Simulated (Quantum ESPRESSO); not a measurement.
# Rb3ClO (Pm-3m): modes at Γ and the response to a field

Aim: the zone-centre modes of Rb3ClO (Pm-3m).

Program: Quantum ESPRESSO 7.5. Level of theory: DFT LDA, scalar-relativistic, plane waves, PseudoDojo norm-conserving pseudopotentials. Results are calculated unless marked as measured.

### 1. The structure

It takes space group Pm-3m (No. 221, cubic). The conventional cell has a = 5.534 Å, b = 5.534 Å, c = 5.534 Å, α = 90.00°, β = 90.00°, γ = 90.00°. Nearest to Rb lie 2 O at 2.77 Å and 4 Cl at 3.91 Å and 8 Rb at 3.91 Å. Nearest to Cl lie 12 Rb at 3.91 Å. Nearest to O lie 6 Rb at 2.77 Å. Farther neighbours and most contacts between anions are not listed.

As a file:

```cif
data_structure
_symmetry_space_group_name_H-M 'Pm-3m'
_symmetry_Int_Tables_number 221
_cell_length_a 5.5337
_cell_length_b 5.5337
_cell_length_c 5.5337
_cell_angle_alpha 90.000
_cell_angle_beta 90.000
_cell_angle_gamma 90.000
_cell_volume 169.45
loop_
_atom_site_label
_atom_site_type_symbol
_atom_site_symmetry_multiplicity
_atom_site_Wyckoff_symbol
_atom_site_fract_x
_atom_site_fract_y
_atom_site_fract_z
_atom_site_occupancy
Rb1 Rb 3 d 0.00000 0.00000 0.50000 1
Cl1 Cl 1 b 0.50000 0.50000 0.50000 1
O1 O 1 a 0.00000 0.00000 0.00000 1
```

### 2. A first look

Before anything dear is run, a loose run with smearing shows whether this is a metal and how far the cell is from rest.

probe.in

```
&CONTROL
  calculation = 'scf'
  prefix      = 'x'
  outdir      = './tmp'
  pseudo_dir  = './pseudo'
  tprnfor     = .true.
  tstress     = .true.
  verbosity   = 'high'
/
&SYSTEM
  ibrav       = 1
  celldm(1)   = 10.45713777
  nat         = 5
  ntyp        = 3
  ecutwfc     = 92.0
  occupations = 'smearing'
  smearing    = 'gaussian'
  degauss     = 0.01
/
&ELECTRONS
  conv_thr         = 1.0d-07
  mixing_beta      = 0.7
  electron_maxstep = 100
/
ATOMIC_SPECIES
 Rb     85.4678  Rb.upf
 Cl     35.4500  Cl.upf
 O      15.9990  O.upf
ATOMIC_POSITIONS crystal
 Rb     0.000000000   0.000000000   0.500000000
 Rb     0.000000000   0.500000000   0.000000000
 Rb     0.500000000   0.000000000   0.000000000
 Cl     0.500000000   0.500000000   0.500000000
 O      0.000000000   0.000000000   0.000000000
K_POINTS automatic
 4 4 4 0 0 0
```

Launch:

```bash
$ OMP_NUM_THREADS=1 mpirun -n 8 pw.x -nk 8 -in probe.in > probe.out
```

Output:

```text
[banners, grids, parts of the stress and lines that vanish by symmetry left out]
Program PWSCF v.7.5
     bravais-lattice index     =            1
     lattice parameter (alat)  =      10.4571  a.u.
[...]
kinetic-energy cutoff     =      92.0000  Ry
     charge density cutoff     =     368.0000  Ry
     scf convergence threshold =      1.0E-07
[...]
Exchange-correlation= SLA  PW   NOGX NOGC
                           (   1   4   0   0   0   0   0)
[...]
48 Sym. Ops., with inversion, found
[...]
(     0          1          0      )
                  (     0          0          1      )
[...]
(  0.0000000  1.0000000  0.0000000 )
                  (  0.0000000  0.0000000  1.0000000 )
[...]
(     0         -1          0      )
                  (     0          0          1      )
[...]
( -1.0000000  0.0000000  0.0000000 )
                  (  0.0000000  1.0000000  0.0000000 )
[...]
number of k points=    10  Gaussian smearing, width (Ry)=  0.0100
[...]
End of self-consistent calculation
[...]
the Fermi energy is     4.4506 ev
!    total energy              =    -228.78626432 Ry
[...]
convergence has been achieved in  14 iterations
[...]
atom    1 type  1   force =     0.00000000    0.00000000    0.00000000
     atom    2 type  1   force =     0.00000000    0.00000000    0.00000000
     atom    3 type  1   force =     0.00000000    0.00000000    0.00000000
     atom    4 type  2   force =     0.00000000    0.00000000    0.00000000
     atom    5 type  3   force =     0.00000000    0.00000000    0.00000000
[...]
Total force =     0.000000     Total SCF correction =     0.000000
[...]
total   stress  (Ry/bohr**3)                   (kbar)     P=      -24.11
[...]
XML data file, charge density, pseudopotentials, collected wavefunctions

   JOB DONE.
```

Wall time 16 s (8 MPI ranks of Arm Neoverse V1, shared host).

Numbers from this step:

```yaml
volume_per_atom: 33.89 Å³
pressure: -2.411 GPa
gap_on_the_k_mesh: 0.2897 eV
```

A gap of 0.29 eV on this mesh is too small to trust, so smearing is kept; the start stands at -2.4 GPa.

### 3. Relaxing the cell and atoms

The relaxation runs at a cutoff a fifth above that of the response, since stress converges more slowly with the basis than frequencies do. Forces and stress are brought to rest with tight thresholds.

relax.in

```
&CONTROL
  calculation   = 'vc-relax'
  prefix        = 'x'
  outdir        = './tmp'
  pseudo_dir    = './pseudo'
  tprnfor       = .true.
  tstress       = .true.
  forc_conv_thr = 2.0d-05
  etot_conv_thr = 1.0d-07
  nstep         = 40
/
&SYSTEM
  ibrav       = 1
  celldm(1)   = 10.45713777
  nat         = 5
  ntyp        = 3
  ecutwfc     = 110
  occupations = 'smearing'
  smearing    = 'gaussian'
  degauss     = 0.002
/
&ELECTRONS
  conv_thr         = 1.0d-11
  mixing_beta      = 0.7
  electron_maxstep = 100
/
&IONS
/
&CELL
  press_conv_thr = 0.2
/
ATOMIC_SPECIES
 Rb     85.4678  Rb.upf
 Cl     35.4500  Cl.upf
 O      15.9990  O.upf
ATOMIC_POSITIONS crystal
 Rb     0.000000000   0.000000000   0.500000000
 Rb     0.000000000   0.500000000   0.000000000
 Rb     0.500000000   0.000000000   0.000000000
 Cl     0.500000000   0.500000000   0.500000000
 O      0.000000000   0.000000000   0.000000000
K_POINTS automatic
 6 6 6 0 0 0
```

Launch:

```bash
$ OMP_NUM_THREADS=1 mpirun -n 8 pw.x -nk 8 -in relax.in > relax.out
```

Output:

```text
[banners, grids, parts of the stress and lines that vanish by symmetry left out]
[banner, memory and clock lines left out]
Program PWSCF v.7.5

[...]
kinetic-energy cutoff     =     110.0000  Ry
     charge density cutoff     =     440.0000  Ry
     scf convergence threshold =      1.0E-11
[...]
energy convergence thresh.=      1.0E-07
     force convergence thresh. =      2.0E-05
     press convergence thresh. =      2.0E-01
     Exchange-correlation= SLA  PW   NOGX NOGC
                           (   1   4   0   0   0   0   0)
[...]
48 Sym. Ops., with inversion, found
[...]
number of k points=    20  Gaussian smearing, width (Ry)=  0.0020
[...]
End of self-consistent calculation
[...]
the Fermi energy is     4.3881 ev
!    total energy              =    -228.78642952 Ry
[...]
convergence has been achieved in  17 iterations
[...]
atom    1 type  1   force =     0.00000000    0.00000000    0.00000000
     atom    2 type  1   force =     0.00000000    0.00000000    0.00000000
     atom    3 type  1   force =     0.00000000    0.00000000    0.00000000
     atom    4 type  2   force =     0.00000000    0.00000000    0.00000000
     atom    5 type  3   force =     0.00000000    0.00000000    0.00000000
     Total force =     0.000000     Total SCF correction =     0.000000
[...]
total   stress  (Ry/bohr**3)                   (kbar)     P=      -24.13
[...]
number of bfgs steps    =   0
[...]
CELL_PARAMETERS (alat= 10.45713777)
[...]
ATOMIC_POSITIONS (crystal)
Rb               0.0000000000        0.0000000000        0.5000000000
Rb               0.0000000000        0.5000000000        0.0000000000
Rb               0.5000000000        0.0000000000        0.0000000000
Cl               0.5000000000        0.5000000000        0.5000000000
[...]
New effective cutoffs (rho, wfc):  443.35  110.90
[...]
End of self-consistent calculation
[...]
the Fermi energy is     4.5053 ev
!    total energy              =    -228.78866140 Ry
[...]
convergence has been achieved in   9 iterations
[...]
atom    1 type  1   force =     0.00000000    0.00000000    0.00000000
     atom    2 type  1   force =     0.00000000    0.00000000    0.00000000
     atom    3 type  1   force =     0.00000000    0.00000000    0.00000000
     atom    4 type  2   force =     0.00000000    0.00000000    0.00000000
     atom    5 type  3   force =     0.00000000    0.00000000    0.00000000
     Total force =     0.000000     Total SCF correction =     0.000000
[...]
total   stress  (Ry/bohr**3)                   (kbar)     P=      -22.73
[...]
number of bfgs steps    =   1
[...]
WARNING: bfgs curvature condition failed, Theta= 0.856
[...]
CELL_PARAMETERS (alat= 10.45713777)
[...]
ATOMIC_POSITIONS (crystal)
[...]
New effective cutoffs (rho, wfc):  448.88  112.28
[...]
End of self-consistent calculation
[...]
the Fermi energy is     4.6430 ev
!    total energy              =    -228.79171561 Ry
[...]
convergence has been achieved in  12 iterations
[...]
atom    1 type  1   force =     0.00000000    0.00000000    0.00000000
     atom    2 type  1   force =     0.00000000    0.00000000    0.00000000
     atom    3 type  1   force =     0.00000000    0.00000000    0.00000000
[...]
the Fermi energy is     5.8244 ev
!    total energy              =    -228.80094673 Ry
[...]
convergence has been achieved in  11 iterations
[...]
Total force =     0.000000     Total SCF correction =     0.000000
[...]
total   stress  (Ry/bohr**3)                   (kbar)     P=        1.91
[...]
number of bfgs steps    =   5
[...]
New effective cutoffs (rho, wfc):  484.23  121.12
[...]
the Fermi energy is     5.7315 ev
!    total energy              =    -228.80099715 Ry
[...]
convergence has been achieved in  12 iterations
[...]
Total force =     0.000000     Total SCF correction =     0.000000
[...]
total   stress  (Ry/bohr**3)                   (kbar)     P=       -0.16
[...]
number of bfgs steps    =   6
[...]
New effective cutoffs (rho, wfc):  484.44  121.18
[...]
the Fermi energy is     5.7386 ev
!    total energy              =    -228.80099751 Ry
[...]
convergence has been achieved in   9 iterations
[...]
Total force =     0.000000     Total SCF correction =     0.000000
[...]
total   stress  (Ry/bohr**3)                   (kbar)     P=       -0.00
[...]
number of bfgs steps    =   7
[...]
small trust_radius: resetting bfgs history
[...]
CELL_PARAMETERS (alat= 10.45713777)
[...]
ATOMIC_POSITIONS (crystal)
[...]
New effective cutoffs (rho, wfc):  484.44  121.18
[...]
End of self-consistent calculation
[...]
the Fermi energy is     5.7386 ev
!    total energy              =    -228.80099751 Ry
[...]
convergence has been achieved in   3 iterations
[...]
atom    3 type  1   force =     0.00000000    0.00000000    0.00000000
     atom    4 type  2   force =     0.00000000    0.00000000    0.00000000
     atom    5 type  3   force =     0.00000000    0.00000000    0.00000000
     Total force =     0.000000     Total SCF correction =     0.000000
[...]
total   stress  (Ry/bohr**3)                   (kbar)     P=       -0.00
[...]
bfgs converged in   9 scf cycles and   8 bfgs steps
[...]
End of BFGS Geometry Optimization
     Final enthalpy           =    -228.8009975127 Ry
     File ./tmp/x.bfgs deleted, as requested
[...]
CELL_PARAMETERS (alat= 10.45713777)
[...]
ATOMIC_POSITIONS (crystal)
[...]
Cl               0.5000000000        0.5000000000        0.5000000000
O                0.0000000000        0.0000000000        0.0000000000
[...]
Final scf calculation at the relaxed structure.
[...]
kinetic-energy cutoff     =     110.0000  Ry
     charge density cutoff     =     440.0000  Ry
     scf convergence threshold =      1.0E-13
[...]
press convergence thresh. =      2.0E-01
     Exchange-correlation= SLA  PW   NOGX NOGC
                           (   1   4   0   0   0   0   0)
[...]
48 Sym. Ops., with inversion, found
[...]
number of k points=    20  Gaussian smearing, width (Ry)=  0.0020
[...]
c_bands:  1 eigenvalues not converged
     c_bands:  1 eigenvalues not converged
[...]
End of self-consistent calculation
[...]
the Fermi energy is     5.7296 ev
!    total energy              =    -228.80096643 Ry
[...]
convergence has been achieved in  20 iterations
[...]
atom    1 type  1   force =     0.00000000    0.00000000    0.00000000
     atom    2 type  1   force =     0.00000000    0.00000000    0.00000000
     atom    3 type  1   force =     0.00000000    0.00000000    0.00000000
     atom    4 type  2   force =     0.00000000    0.00000000    0.00000000
     atom    5 type  3   force =     0.00000000    0.00000000    0.00000000
     Total force =     0.000000     Total SCF correction =     0.000000
[...]
total   stress  (Ry/bohr**3)                   (kbar)     P=       -0.00
[...]
XML data file, charge density, pseudopotentials, collected wavefunctions
```

Run time: 5.8 min. Hardware: 8 MPI ranks.

Relaxation path:

| step | energy less that of the first step (eV) | largest force (eV/Å) | pressure (GPa) | volume (Å³) |
| --- | --- | --- | --- | --- |
| 1 | 0.0000 | 0.0000 | -2.41 | 169.45 |
| 2 | -0.0304 | 0.0000 | -2.27 | 167.37 |
| 3 | -0.0719 | 0.0000 | -2.04 | 164.29 |
| 4 | -0.1245 | 0.0000 | -1.65 | 159.74 |
| 5 | -0.1786 | 0.0000 | -0.92 | 153.07 |
| 6 | -0.1975 | 0.0000 | 0.19 | 145.37 |
| 7 | -0.1982 | 0.0000 | -0.02 | 146.64 |
| 8 | -0.1982 | 0.0000 | 0.00 | 146.54 |
| 9 | -0.1982 | 0.0000 | 0.00 | 146.54 |
| 10 | -0.1978 | 0.0000 | 0.00 | 146.54 |

| conventional cell, symmetrised | before | after | change |
| --- | --- | --- | --- |
| a (Å) | 5.534 | 5.272 | -4.7 % |
| b (Å) | 5.534 | 5.272 | -4.7 % |
| c (Å) | 5.534 | 5.272 | -4.7 % |
| volume (Å³/atom) | 33.89 | 29.31 | -13.5 % |

Final coordinates:

```
CELL_PARAMETERS angstrom
5.27210 0.00000 0.00000
0.00000 5.27210 0.00000
0.00000 0.00000 5.27210
ATOMIC_POSITIONS crystal
Rb 0.00000 0.00000 0.50000
Rb 0.00000 0.50000 0.00000
Rb 0.50000 0.00000 0.00000
Cl 0.50000 0.50000 0.50000
O 0.00000 0.00000 0.00000
```

The last row of the table of steps is pw.x's closing run on a basis chosen anew for the final cell, so its energy can jump.

Read from the output:

```
volume per atom   : 29.31 Å³
pressure          : 0 GPa
gap on the k-mesh : 0.2870 eV
```

The volume changes by -13.5 % from the cell with which this run began.

### 4. Ground state

The response is built on this ground state, so it is converged far tighter than an energy would need. Smearing stays on, as the first look found no gap above 0.3 eV.

scf.in

```
&CONTROL
  calculation = 'scf'
  prefix      = 'x'
  outdir      = './tmp'
  pseudo_dir  = './pseudo'
  tprnfor     = .true.
  tstress     = .true.
/
&SYSTEM
  ibrav       = 1
  celldm(1)   = 9.96283133
  nat         = 5
  ntyp        = 3
  ecutwfc     = 92.0
  occupations = 'smearing'
  smearing    = 'gaussian'
  degauss     = 0.002
/
&ELECTRONS
  conv_thr         = 1.0d-12
  mixing_beta      = 0.7
  electron_maxstep = 100
/
ATOMIC_SPECIES
 Rb     85.4678  Rb.upf
 Cl     35.4500  Cl.upf
 O      15.9990  O.upf
ATOMIC_POSITIONS crystal
 Rb     0.000000000   0.000000000   0.500000000
 Rb     0.000000000   0.500000000   0.000000000
 Rb     0.500000000   0.000000000   0.000000000
 Cl     0.500000000   0.500000000   0.500000000
 O      0.000000000   0.000000000   0.000000000
K_POINTS automatic
 6 6 6 0 0 0
```

Launch:

```bash
$ OMP_NUM_THREADS=1 mpirun -n 8 pw.x -nk 8 -in scf.in > scf.out
```

Output:

```text
[banners, grids, parts of the stress and lines that vanish by symmetry left out]
[banner, memory and clock lines left out]
Program PWSCF v.7.5

[...]
kinetic-energy cutoff     =      92.0000  Ry
     charge density cutoff     =     368.0000  Ry
     scf convergence threshold =      1.0E-12
[...]
Exchange-correlation= SLA  PW   NOGX NOGC
                           (   1   4   0   0   0   0   0)
[...]
48 Sym. Ops., with inversion, found
[...]
number of k points=    20  Gaussian smearing, width (Ry)=  0.0020
[...]
End of self-consistent calculation
[...]
the Fermi energy is     5.7387 ev
!    total energy              =    -228.80094218 Ry
[...]
convergence has been achieved in  20 iterations
[...]
atom    1 type  1   force =     0.00000000    0.00000000    0.00000000
     atom    2 type  1   force =     0.00000000    0.00000000    0.00000000
     atom    3 type  1   force =     0.00000000    0.00000000    0.00000000
     atom    4 type  2   force =     0.00000000    0.00000000    0.00000000
     atom    5 type  3   force =     0.00000000    0.00000000    0.00000000
     Total force =     0.000000     Total SCF correction =     0.000000
[...]
total   stress  (Ry/bohr**3)                   (kbar)     P=        0.02
[...]
XML data file, charge density, pseudopotentials, collected wavefunctions
```

Wall time 30 s (8 MPI ranks); 4 min of CPU time.

Read from the output:

* pressure: 0.002 GPa

The cell stands at 0.002 GPa, close enough for phonons.

### 5. Ground state

The smeared run left no partial occupations, so the cell has a gap; with fixed occupations the field response becomes possible.

Edit scf.in of step 4 so:

```diff
@@ -14,5 +14,4 @@
   ecutwfc     = 92.0
-  occupations = 'smearing'
-  smearing    = 'gaussian'
-  degauss     = 0.002
+  occupations = 'fixed'
+  nbnd        = 22
 /
```

Output:

```text
[banners, grids, parts of the stress and lines that vanish by symmetry left out]
[banner, memory and clock lines left out]
Program PWSCF v.7.5

[...]
kinetic-energy cutoff     =      92.0000  Ry
     charge density cutoff     =     368.0000  Ry
     scf convergence threshold =      1.0E-12
[...]
Exchange-correlation= SLA  PW   NOGX NOGC
                           (   1   4   0   0   0   0   0)
[...]
48 Sym. Ops., with inversion, found
[...]
number of k points=    20
[...]
End of self-consistent calculation
[...]
highest occupied, lowest unoccupied level (ev):     5.5988    5.8858
!    total energy              =    -228.80094218 Ry
[...]
convergence has been achieved in  21 iterations
[...]
atom    1 type  1   force =     0.00000000    0.00000000    0.00000000
     atom    2 type  1   force =     0.00000000    0.00000000    0.00000000
     atom    3 type  1   force =     0.00000000    0.00000000    0.00000000
     atom    4 type  2   force =     0.00000000    0.00000000    0.00000000
     atom    5 type  3   force =     0.00000000    0.00000000    0.00000000
     Total force =     0.000000     Total SCF correction =     0.000000
[...]
total   stress  (Ry/bohr**3)                   (kbar)     P=        0.02
[...]
XML data file, charge density, pseudopotentials, collected wavefunctions
```

Elapsed: 29 s, on 8 MPI ranks.

(Continued in part 2 of 3.)

[Host names and launcher messages were left out of these logs when they were recorded.]

[Logs are printed without paths, hosts, clocks, repeated set-up lines and the standing remarks that a program may print on its own settings, such as how far it seeks lower states.]

[Hosts, paths, dates, database ids (printed as entryN), source tags and the programs' standing remarks are cut or masked in the printed files.]
